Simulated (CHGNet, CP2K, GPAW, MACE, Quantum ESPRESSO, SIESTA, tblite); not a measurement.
**Running random packing of Si57C22H21 (at. %) (99 atoms) with tblite**

Wanted: tblite inputs and outputs for random packing of Si57C22H21 (at. %) (99 atoms), checked against a plane-wave reference.

Method: the method is named at each step, in tblite 0.8.0.

**1. The starting structure**

The cell holds 99 atoms: 56 Si, 22 C and 21 H. Its edges and angles: a = 11.200 Å, b = 11.200 Å, c = 11.200 Å, α = 90.0°, β = 90.0°, γ = 90.0°. 99 atoms (56 Si, 22 C, 21 H) packed at random in a cube at 2.2 g/cm³ and pushed apart as soft spheres; a start for melting by ab initio MD, not an equilibrated structure. Then every atom was moved at random, 0.05 Å r.m.s. a Cartesian component (hydrogen 0.6 of that).

The yardstick, on the same geometry:

```
method                 : Kohn-Sham DFT, PBE, SSSP efficiency 1.3.0 pseudopotentials, plane waves (Quantum ESPRESSO 7.5); sssp-pbe-1.3.0-efficiency, cutoffs 60/480 Ry, Γ point
r.m.s. force component : 1.77 eV/Å
longest force          : 7.461 eV/Å
pressure               : -2.478 GPa
time                   : 8 min on 2 MPI ranks of Arm Neoverse V1, shared host
CPU time               : 16 min
```

**2. GFN1-xTB**

Method: GFN1-xTB tight binding, diagonalisation.

The input, run.py:

```python
import numpy as np
from ase.io import read
from tblite.ase import TBLite

atoms = read("structure.xyz")
atoms.calc = TBLite(method="GFN1-xTB", electronic_temperature=580, accuracy=1.0, max_iterations=250, mixer_damping=0.1, verbosity=1)
energy = atoms.get_potential_energy()
forces = atoms.get_forces()
print(f"energy {energy:.6f} eV")
print("forces (eV/A)")
for i, (a, f) in enumerate(zip(atoms, forces)):
    print(f"{i:4d} {a.symbol:2s} {f[0]:10.5f} {f[1]:10.5f} {f[2]:10.5f}")
stress = -atoms.get_stress(voigt=False) * 160.21766
print("stress (GPa, compression positive)")
for row in stress:
    print(" ".join(f"{x:10.4f}" for x in row))
print("charges (e)")
print(np.array2string(atoms.get_charges(), precision=4, suppress_small=True, max_line_width=110, threshold=100000))
```

The input, structure.xyz:

```xyz
99
Lattice="11.20040 0.00000 0.00000 0.00000 11.20040 0.00000 0.00000 0.00000 11.20040" Properties=species:S:1:pos:R:3 pbc="T T T"
Si 7.22280 4.56383 3.60698
Si 3.20399 10.87492 5.78075
Si 10.97426 1.57567 3.77554
Si 5.00803 7.80455 4.00448
Si 7.36998 1.29622 10.21510
Si 10.52468 9.80181 6.29978
Si 3.25920 7.11528 7.05233
Si 5.14446 6.93193 7.80634
Si 4.50939 0.91765 0.12152
Si 10.91087 7.79380 10.45076
Si 1.39624 2.26158 2.48022
Si 1.44015 3.69143 8.01422
Si 2.00834 5.31381 6.55951
Si 6.05606 2.35936 0.40456
Si 4.96245 10.74443 9.16350
Si 10.31008 1.89892 0.34486
Si 4.61064 5.36062 6.23896
Si 9.91336 4.50491 6.42175
Si 9.08196 5.91359 0.19567
Si 5.23249 5.15263 4.26847
Si 0.15636 7.25887 1.68152
Si 8.67348 7.74754 8.52093
Si 7.19603 9.00456 2.91054
Si 10.32341 5.61790 2.06983
Si 2.25162 8.07179 4.81102
Si 5.33889 0.75995 7.37199
Si 1.36510 6.41223 3.24173
Si 4.02934 1.67916 5.95055
Si 8.81516 10.61462 1.81614
Si 4.52328 5.69809 2.32072
Si 7.71472 3.48209 5.37966
Si 3.43203 6.76314 10.01349
Si 9.40621 1.57018 9.55170
Si 8.85224 6.30695 6.93014
Si 2.27133 3.28810 10.14969
Si 0.70686 3.36863 4.68434
Si 2.71621 9.84426 9.35693
Si 4.32604 3.58446 9.92859
Si 10.17512 8.87789 1.02316
Si 8.35964 8.71940 5.53009
Si 2.88623 3.58200 3.96035
Si 1.02808 10.73200 1.90104
Si 2.95489 10.70758 0.57536
Si 6.73446 8.67594 9.23731
Si 9.21681 9.96858 8.41844
Si 2.59009 1.13225 10.22574
Si 7.03027 7.02523 6.36060
Si 3.41523 10.02279 3.19682
Si 3.42172 2.89687 8.10170
Si 10.86954 0.34049 8.58175
Si 10.67219 3.82538 11.07316
Si 3.61123 8.56752 0.59295
Si 7.31834 1.66360 6.97460
Si 3.94702 4.62935 0.54154
Si 0.06810 9.77493 10.03645
Si 5.41663 6.44639 0.01859
[... 39 atom lines left out ...]
H 9.72564 8.75322 2.95691
H 8.45653 7.09086 3.19514
H 8.10853 3.13544 0.74035
H 11.12345 7.92496 5.47151
```

Run with:

```console
OMP_NUM_THREADS=1 python run.py > output.txt
```

What it wrote:

```text
------------------------------------------------------------
  cycle        total energy    energy error   density error
------------------------------------------------------------
      1     -145.6419074296  -1.4660274E+02   7.3555983E-01
      2     -151.7819511774  -6.1400437E+00   5.1014171E-01
      3     -150.5312735522   1.2506776E+00   4.6974557E-01
      4     -153.7200205660  -3.1887470E+00   3.7176042E-01
      5     -153.9443282351  -2.2430767E-01   1.8866350E-01
      6     -154.5495868731  -6.0525864E-01   1.0223711E-01
      7     -154.9400742808  -3.9048741E-01   3.6276641E-02
      8     -154.9830604676  -4.2986187E-02   2.0669107E-02
      9     -155.0057845950  -2.2724127E-02   1.0465445E-02
     10     -155.0092188151  -3.4342201E-03   6.2419764E-03
     11     -155.0098598855  -6.4107046E-04   4.8987141E-03
     12     -155.0101094666  -2.4958104E-04   3.5012055E-03
     13     -155.0102339904  -1.2452387E-04   2.8271980E-03
     14     -155.0103988428  -1.6485238E-04   1.3919110E-03
     15     -155.0104071062  -8.2634143E-06   9.0727275E-04
     16     -155.0104153317  -8.2254476E-06   5.3157704E-04
     17     -155.0104177691  -2.4374032E-06   3.5595081E-04
     18     -155.0104187501  -9.8097789E-07   2.3835789E-04
     19     -155.0104193528  -6.0270611E-07   1.7034510E-04
     20     -155.0104195657  -2.1289375E-07   1.2335553E-04
     21     -155.0104195861  -2.0414660E-08   9.4247137E-05
     22     -155.0104196005  -1.4431635E-08   5.8134879E-05
     23     -155.0104196094  -8.8938350E-09   3.6972531E-05
     24     -155.0104196358  -2.6343344E-08   2.1674008E-05
     25     -155.0104196414  -5.6833471E-09   1.2274560E-05
------------------------------------------------------------
 total:                                   5.814 sec
energy -4218.048367 eV
forces (eV/A)
   0 Si    1.58269    1.98708   -4.71615
   1 Si   -2.78568   -5.24186    0.21681
   2 Si   -5.12867   -3.29897    2.99288
   3 Si    0.57918    1.56699   -0.08781
   4 Si   -1.43902   -2.27212   -0.65974
   5 Si    1.77288    1.55002   -1.54594
   6 Si   -8.26090    3.54801   -3.32284
   7 Si    8.96188    0.19661    4.90919
   8 Si    1.30107    0.55045    1.28953
   9 Si    0.96974   -9.68486   -3.41558
  10 Si    4.25162    0.56542   -3.69719
  11 Si   -4.69384    1.49599   -0.18793
  12 Si   -0.83820   -0.74973   -1.04842
  13 Si    2.57414    3.45166    1.57677
  14 Si    0.45869   -1.98922    2.03583
  15 Si   -0.75596   -7.14722    5.14685
  16 Si   -1.44311   -1.83585    4.71360
  17 Si    1.27801   -5.36020   -0.43146
  18 Si   -1.65881   -1.20930   -1.21282
  19 Si   -0.51505   -0.98787   -1.16694
  20 Si    8.49507    6.47560   -3.29302
  21 Si   -2.21440    3.42000    4.04701
  22 Si   -0.60145   -0.68346    0.59624
  23 Si   -6.43212  -10.37424    3.41953
[...]
91 H    -0.76318    0.38478   -0.40243
  92 H     0.61749    0.31063    0.12743
  93 H     0.58274   -0.36067   -0.42517
  94 H     0.46560   -0.19268    0.06413
  95 H     0.05064    0.01853   -0.73347
  96 H    -0.40337    0.41893   -0.30417
  97 H    -0.50156   -0.20188   -0.01726
  98 H     0.57990    1.14639    0.45635
stress (GPa, compression positive)
    3.6450     0.9595     2.1976
    0.9595     5.9100    -0.6646
    2.1976    -0.6646     6.6379
charges (e)
[ 0.0601  0.0747  0.0922  0.108   0.0594  0.1517  0.0151 -0.0541 -0.0659  0.0825  0.1067  0.0217  0.0915
 -0.0497 -0.0292 -0.1614 -0.1532  0.1182  0.1768 -0.0287  0.0223  0.0956  0.1501 -0.0373  0.138   0.0616
  0.0422  0.0712  0.1016  0.1469  0.0999  0.115   0.0481  0.1486  0.1091  0.1235 -0.0227  0.0779  0.1014
  0.0813  0.1505  0.0631 -0.0353  0.0809  0.0395  0.0221  0.0863  0.1895  0.1432  0.0226  0.0681  0.1084
  0.1693  0.1022 -0.0417  0.0555 -0.0993 -0.1673 -0.1556 -0.1442 -0.2058 -0.1516 -0.0783 -0.1446 -0.1413
 -0.1568 -0.0698 -0.1974 -0.1759 -0.1231 -0.1952 -0.157  -0.114  -0.0507 -0.1268 -0.1097 -0.0753 -0.1527
  0.0219 -0.0118 -0.0611  0.0087  0.0614 -0.0048 -0.0104 -0.0413  0.0481 -0.1176 -0.0596 -0.0389 -0.0809
  0.0107  0.0243 -0.0147 -0.0864  0.0025 -0.076  -0.0417 -0.0551]
```

Elapsed: 6.5 s, on 1 thread of Arm Neoverse V1, shared host; peak memory 0.15 GiB.

Banners, paths, timers and routine set-up lines are dropped from the logs unmarked, and long logs keep their key lines alone; longer cuts are marked.

Compared with the plane-wave run:

```
r.m.s. force component                  : 2.619 eV/Å
r.m.s. difference of force components   : 942.1 meV/Å
longest difference of force vectors     : 5257 meV/Å
force difference over r.m.s. force      : 53.23 %
slope of forces against the reference's : 1.453
correlation of force components         : 0.9819
pressure                                : 5.398 GPa
pressure difference                     : 7.876 GPa
```

Length of the force difference by element (eV/Å):

```tsv
element	atoms	mean	most
C	22	0.87	2.0
H	21	0.44	0.73
Si	56	1.7	5.3
```

Local excerpt of 13 atoms (numbers count through the whole input) about Si16, whose charge lies farthest from its element's mean; x, y, z are measured from there.

```tsv
atom	x	y	z	distance (Å)	bonds	Mulliken charge (e)	Fx	Fy	Fz (eV/Å)
Si16	0.00	0.00	0.00	0.00	2	-0.16	-0.76	-7.15	5.15
Si51	0.36	1.93	-0.47	2.02	2	0.07	1.00	8.65	-3.03
Si33	-0.90	-0.33	-1.99	2.21	3	0.05	-0.64	2.57	-1.32
H81	-0.61	1.11	2.11	2.46	0	-0.06	0.58	-0.86	0.41
H98	-2.20	1.24	0.40	2.56	0	-0.04	-0.50	-0.20	-0.02
H94	-0.79	-2.56	-0.64	2.75	0	-0.01	0.58	-0.36	-0.43
Si11	2.29	0.36	2.14	3.15	2	0.11	4.25	0.57	-3.70
Si29	-1.49	-2.48	1.47	3.25	2	0.10	-2.26	1.51	3.01
Si5	-2.94	-0.60	-1.33	3.28	2	0.06	-1.44	-2.27	-0.66
Si50	0.56	-1.56	-2.96	3.39	3	0.02	4.03	-0.45	-2.75
Si42	1.92	-2.37	1.56	3.42	1	0.06	-0.57	0.41	1.47
C63	-1.16	2.46	-2.08	3.42	1	-0.08	-0.37	0.65	0.61
Si3	0.66	-0.32	3.43	3.51	3	0.09	-5.13	-3.30	2.99
```

Atoms are counted from 1 here, from 0 in the log.

Forces lie 53 % from the reference's, at 0.0067 times its CPU time (on 1 against 2 cores).

Further runs of this program without a result: tblite GFN2-xTB (not converged).

**3. Outcome**

| Quantity | Value |
| --- | --- |
| force difference from the reference | tblite GFN1-xTB, 53 % |
| its CPU time | 6.5 s |

Tight binding differs by 53 % (tblite GFN1-xTB); it is another model, with fitted parameters of its own, and the xTB methods hold dispersion. One electronic-structure run takes under half the reference's CPU time: tblite GFN1-xTB, at 53 % in 6.5 s against 16 min; its pressure misses by +7.9 GPa. Periodic xTB results under one method name differ between programs and library versions. The reference's pressure holds the uncorrected Pulay stress of its 60 Ry basis, so small pressure differences, and their order, may be the reference's own error. The electron count is odd in QE PBE, sssp-1.3.0-efficiency, 60/480 Ry, and they have no spin polarisation, so the unpaired electron is spread evenly over both spins. The reference's pressure of -2.5 GPa belongs to a cell and atoms that aren't relaxed at this level. The electronic-structure runs sample only Γ, in a cell whose shortest periodic width is 11 Å, which is coarse for a cell with partly filled levels.

[Also dropped from logs without a mark: logging warnings of Python, and SIESTA's first energy breakdown and zero terms.]

[Logs are printed without paths, hosts, clocks, repeated set-up lines and the standing remarks that a program may print on its own settings, such as how far it seeks lower states.]

[Hosts, paths, dates, database ids (printed as entryN), source tags and the programs' standing remarks are cut or masked in the printed files.]
